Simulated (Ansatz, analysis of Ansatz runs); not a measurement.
## VSeO4 (P2_1/c): does an added hole stay on O?

Question: does an added hole stay on the O atom where it is started in VSeO4 (P2_1/c), and if so, how high is the barrier for a hop to another O site nearby? Model: a cell of 48 host atoms.

Main program and level: Ansatz 0.2.0; plane-wave PAW DFT, PBEsol+U; relaxation of all atoms of a supercell at fixed charge in a uniform background; PAW set soft_1.

### 1. Starting point

The cell holds 48 atoms: 8 V, 8 Se and 32 O. Cell: a = 7.759 Å, b = 9.864 Å, c = 8.017 Å, α = 90.0°, β = 99.4°, γ = 90.0°. It derives from VSeO4 (space group P2_1/c). Nearest the centre at fractional (0.502, 0.640, 0.464): Se32 at 1.08 Å, O24 at 1.31 Å, O38 at 1.31 Å, O9 at 2.30 Å, V2 at 2.52 Å, O46 at 2.63 Å, O18 at 2.89 Å, V28 at 3.07 Å.

Hubbard terms: V d 4.0 eV, O p 6.0 eV. They were chosen, not fitted, to curb self-interaction in the shells named, the trial site's among them. The two sites are O24 and O38. The cell's shortest repeat is 7.8 Å. The host's moments were started antiferromagnetic in the unit cell, high spin.

### 2. The cell without the carrier

The neutral cell is relaxed first, from small random displacements, so that bond lengths and moments with the carrier can be set beside those of a relaxed cell without it.

Input file neutral.relax/input.yaml:

```yaml
crystal:
  lattice:
    - [7.75944036, 0.0, -0.02813939]
    - [0.0, 9.86368493, 0.0]
    - [-1.28557589, 0.0, 7.91334729]
  atoms:
    - { symbol: V, position: [0.007728, 0.004356, 0.303904], spin: 1.0 }
    - { symbol: V, position: [0.492272, 0.504356, 0.196096], spin: 1.0 }
    - { symbol: V, position: [0.492271, 0.995644, 0.696096], spin: -1.0 }
    - { symbol: V, position: [0.007729, 0.495644, 0.803904], spin: -1.0 }
    - { symbol: Se, position: [0.09561, 0.790783, 0.035247] }
    - { symbol: Se, position: [0.40439, 0.290783, 0.464753] }
    - { symbol: Se, position: [0.404389, 0.209217, 0.964754] }
    - { symbol: Se, position: [0.095611, 0.709217, 0.535246] }
    - { symbol: O, position: [0.490025, 0.871247, 0.496706] }
    - { symbol: O, position: [0.009975, 0.371247, 0.003294] }
    - { symbol: O, position: [0.009975, 0.128753, 0.503294] }
    - { symbol: O, position: [0.490025, 0.628753, 0.996706] }
    - { symbol: O, position: [0.431909, 0.166592, 0.17385] }
    - { symbol: O, position: [0.068091, 0.666592, 0.32615] }
    - { symbol: O, position: [0.06809, 0.833408, 0.82615] }
    - { symbol: O, position: [0.43191, 0.333408, 0.67385] }
    - { symbol: O, position: [0.217165, 0.992809, 0.302093] }
    - { symbol: O, position: [0.282835, 0.492809, 0.197907] }
    - { symbol: O, position: [0.282834, 0.007191, 0.697906] }
    - { symbol: O, position: [0.217166, 0.507191, 0.802094] }
    - { symbol: O, position: [0.436666, 0.885649, 0.101115] }
    - { symbol: O, position: [0.063334, 0.385649, 0.398885] }
    - { symbol: O, position: [0.063333, 0.114351, 0.898885] }
    - { symbol: O, position: [0.436667, 0.614351, 0.601115] }
    - { symbol: V, position: [0.507728, 0.004356, 0.303904], spin: 1.0 }
    - { symbol: V, position: [0.992272, 0.504356, 0.196096], spin: 1.0 }
    - { symbol: V, position: [0.992271, 0.995644, 0.696096], spin: -1.0 }
    - { symbol: V, position: [0.507729, 0.495644, 0.803904], spin: -1.0 }
    - { symbol: Se, position: [0.59561, 0.790783, 0.035247] }
    - { symbol: Se, position: [0.90439, 0.290783, 0.464753] }
    - { symbol: Se, position: [0.904389, 0.209217, 0.964754] }
    - { symbol: Se, position: [0.595611, 0.709217, 0.535246] }
    - { symbol: O, position: [0.990025, 0.871247, 0.496706] }
    - { symbol: O, position: [0.509975, 0.371247, 0.003294] }
    - { symbol: O, position: [0.509975, 0.128753, 0.503294] }
    - { symbol: O, position: [0.990025, 0.628753, 0.996706] }
    - { symbol: O, position: [0.931909, 0.166592, 0.17385] }
    - { symbol: O, position: [0.568091, 0.666592, 0.32615] }
    - { symbol: O, position: [0.56809, 0.833408, 0.82615] }
    - { symbol: O, position: [0.93191, 0.333408, 0.67385] }
    - { symbol: O, position: [0.717165, 0.992809, 0.302093] }
    - { symbol: O, position: [0.782835, 0.492809, 0.197907] }
    - { symbol: O, position: [0.782834, 0.007191, 0.697906] }
    - { symbol: O, position: [0.717166, 0.507191, 0.802094] }
    - { symbol: O, position: [0.936666, 0.885649, 0.101115] }
    - { symbol: O, position: [0.563334, 0.385649, 0.398885] }
    - { symbol: O, position: [0.563333, 0.114351, 0.898885] }
    - { symbol: O, position: [0.936667, 0.614351, 0.601115] }
basis:
  ecutwfc: 420
  xc_grid: 2
hamiltonian:
  xc: pbesol
  hubbard:
    sites: [{ species: V, l: d, u_eff: 4.0 }, { species: O, l: p, u_eff: 6.0 }]
    projectors: ortho-atomic
  pseudopotentials: { kind: paw, azcp: { folder: soft_1 }, xc_functional: pbe }
kpoints:
  mp_grid: { grid: [1, 1, 1] }
magnetization:
  spin_polarized: true
  initial_magnetization: 0
  spin_locking: { lock_magnetization: hard }
scf:
  occupations: { method: fermi_dirac, width: 0.01 }
  max_iter: 120
  lower_state_search: "off"
output:
  forces: true
relax:
  f_tol: 0.02
  max_steps: 70
  random_displacement: { amplitude: 0.04, seed: 5166 }
checkpoint:
  write: "../neutral.relax.run"
  compress: false
  write_wavefunctions: true
  write_every: 100000
```

On the command line:

```bash
$ ansatz run input.yaml --threads 4 --pin off --max-ram 9420MiB --backend cpu --events-out ev --progress --plain --runs-dir out
```

Numbers of over 12 decimals in the logs are rounded to 6 here.

Output:

```text
[... repeated set-up lines and file paths are left out, and long positions are rounded to six places ...]
Engine: ansatz 0.2.0, x86_64-unknown-linux-gnu
Pseudopotentials: kind: paw
Pseudopotential: V, paw, valence charge 13, recommended cutoff 420 eV (normal), soft_1/V.paw.azcp
Pseudopotential: Se, paw, valence charge 16, recommended cutoff 420 eV (normal), soft_1/Se.paw.azcp
Pseudopotential: O, paw, valence charge 6, recommended cutoff 420 eV (normal), soft_1/O.paw.azcp
Functional definition: PBEsol
  exchange = pbesol_x
  correlation = pbesol_c
Crystal: 48 atoms, lattice volume = 605.304 Å³
Basis set: ecut = 420 eV, 11813 PW (Γ), exchange–correlation on 108×144×108 points (8 copies of the dense FFT grid, shifted against one another)
Bands: 260, of which v1, the nominal top of the filled ones, is band 212 counted from 1 (211 counted from 0)
Symmetry: 1 space group operations
k-points: 1
Non-local potential: V, projectors of the file, l = 0: 3, l = 1: 2, l = 2: 3, l = 3: 1
Non-local potential: Se, projectors of the file, l = 0: 2, l = 1: 2, l = 2: 3, l = 3: 1
Non-local potential: O, projectors of the file, l = 0: 2, l = 1: 2, l = 2: 1
PAW form: soft (Blöchl's): semilocal exchange-correlation on the pseudo side does not see the compensation charge
PAW frozen core: V, regenerated for the run's functional, and the local potential with it (the file was generated under x = pbe(κ = 0.804, μ = 0.219515), c = pbe(β = 0.066725))
PAW frozen core: Se, regenerated for the run's functional, and the local potential with it (the file was generated under x = pbe(κ = 0.804, μ = 0.219515), c = pbe(β = 0.066725))
[...]
[... 3 atoms left out ...]
  atom  28  V     -0.01706449     0.01560432    -0.01448332
  [... 3 atoms left out ...]
  atom  32  Se     0.01238287     0.00494346     0.00362042
  [... 5 atoms left out ...]
  atom  38  O     -0.00501745    -0.00252908    -0.00758623
  [... 5 atoms left out ...]
  atom  44  O      0.01092538    -0.00019672     0.00000096
  [... 1 atom left out ...]
  atom  46  O     -0.00467572    -0.00129070    -0.00417791
  [... 2 atoms left out ...]
  max |Σ_I F_I| component: 6.21e-5 eV/Å
--- Band table (eV) ---
  k-point 0 ↑: bands = ["-59.6444", "-59.6438", "-59.6382", "-59.6371", [... 252 left out ...] "11.9099", "11.9787", "12.0486", "12.0880"]
  k-point 0 ↓: bands = ["-59.6450", "-59.6446", "-59.6384", "-59.6376", [... 252 left out ...] "11.9099", "11.9780", "12.0492", "12.0882"]
Occupation matrices written to <dir>
--- Relaxed structure (5 steps of the walk, 5 accepted, 0 SCFs on fresh bases) ---
  F+E_penalty+E_count = -84310.76969245 eV   max|allowed force component| = 1.706e-2 eV/Å
  atoms:
    - { symbol: V, position: [0.004749, 0.003984, 0.303892] }
    - { symbol: V, position: [0.494632, 0.503896, 0.196262] }
[...]
- { symbol: Se, position: [0.099243, 0.710691, 0.535662] }
    - { symbol: O, position: [0.496309, 0.869459, 0.500069] }
[...]
- { symbol: O, position: [0.284073, 0.483196, 0.196160] }
[...]
- { symbol: O, position: [0.444191, 0.617465, 0.604622] }
[...]
- { symbol: V, position: [0.504568, 0.495784, 0.803821] }
    [... 3 atoms left out ...]
    - { symbol: Se, position: [0.599241, 0.710558, 0.535605] }
    [... 5 atoms left out ...]
    - { symbol: O, position: [0.568420, 0.661480, 0.331628] }
    [... 5 atoms left out ...]
    - { symbol: O, position: [0.715126, 0.516680, 0.804014] }
    [... 1 atom left out ...]
    - { symbol: O, position: [0.555038, 0.382253, 0.395483] }
    [... 2 atoms left out ...]
[key lines of the parts left out:]
SCF converged after 10 iterations
Magnetization: 0.0000 μB (212.0000 up, 212.0000 down)
Free energy (F): -84310.769692 eV
Fermi energy:    6.473379 (↑ 6.473472, ↓ 6.473292) eV
```

The job ended after 26 s (4 threads of INTEL XEON PLATINUM 8581C at 2.30GHz (Emerald Rapids), shared host; peak memory 1.3 GiB).

The largest displacement from an ideal site is 0.100 Å.

(Continued in part 2 of 2.)

[Logs are printed without paths, hosts, clocks, repeated set-up lines and the standing remarks that a program may print on its own settings, such as how far it seeks lower states.]

[Hosts, paths, dates, database ids (printed as entryN), source tags and the programs' standing remarks are cut or masked in the printed files.]
